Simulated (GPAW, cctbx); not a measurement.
# RbRuF3: what bonding does to one electron reflection, worked out

RbRuF3, Pm-3m (no. 221), a = 4.2415 Å, b = 4.2415 Å, c = 4.2415 Å, α = 90.00°, β = 90.00°, γ = 90.00°.

| atom | mult. | x | y | z |
| --- | --- | --- | --- | --- |
| Ru1 | 1 | 1/2 | 1/2 | 1/2 |
| Rb1 | 1 | 0 | 0 | 0 |
| F1 | 3 | 1/2 | 0 | 1/2 |

The cell comes from substitution in a known structure type and wasn't matched to any measured phase.

A DFT run (GPAW, PBE, 550 eV, 5×5×5 k-points, Fermi–Dirac width 0.05 eV) gives the static X-ray structure factor of 111 as 14.751 e for the conventional cell; superposed free atoms give 14.152 e. **Problem.** Find the Fourier component V of the crystal potential and the two-beam extinction distance at 80 kV in both cases.

### 1. Geometry

The cell volume is Ω = 76.30 Å³ and d(111) = 2.4488 Å, so g = 1/d = 0.4084 Å⁻¹.

### 2. The nuclei

Electrons feel nuclei as well as electrons, so the nuclear charges are summed with the same phases.

Phase sums Σ exp(2πi h·x), turned so that the total is real and positive: Ru -1.000, Rb +1.000, F +3.000. Then F_Z = 44 × (-1.000) + 37 × (+1.000) + 9 × (+3.000) = 20.00 e. The electron term has the same sign for this reflection.

### 3. Mott–Bethe

Poisson's equation, term by term, gives V = (e/4πε₀)(F_Z − F)/(πΩg²), with e/4πε₀ = 14.3996 V Å.

The prefactor is 14.3996 × 2.4488²/(π × 76.30) = 0.36021 V per electron. Free atoms: (20.00 − 14.152) × 0.36021 = 2.107 V. Crystal: (20.00 − 14.751) × 0.36021 = 1.891 V. F changes by +4.23 % and V by -10.2 %: the same 0.60 e is measured against F_Z − F = 5.8 e in place of F = 14.2 e.

### 4. Extinction distance

In the two-beam case ξ = 1/(λU) with U = 2γm₀eV/h², that is ξ = 150.41 V Å²/(γλV).

At 80 kV, λ = 0.04176 Å and γ = 1.1566. Free atoms: ξ = 1478 Å. Crystal: ξ = 1647 Å. The thickness fringes go as sin²(πt/ξ), so the two patterns slip by a quarter of a period when t|1/ξ₁ − 1/ξ₀| = 1/4, at t ≈ 361 nm. Thermal motion, absorption and many-beam coupling, left out here, change a real pattern.

### 5. Answer

V(111) is 1.89 V against 2.11 V, and ξ is 1647 against 1478 Å. Limits: static atoms, two beams.
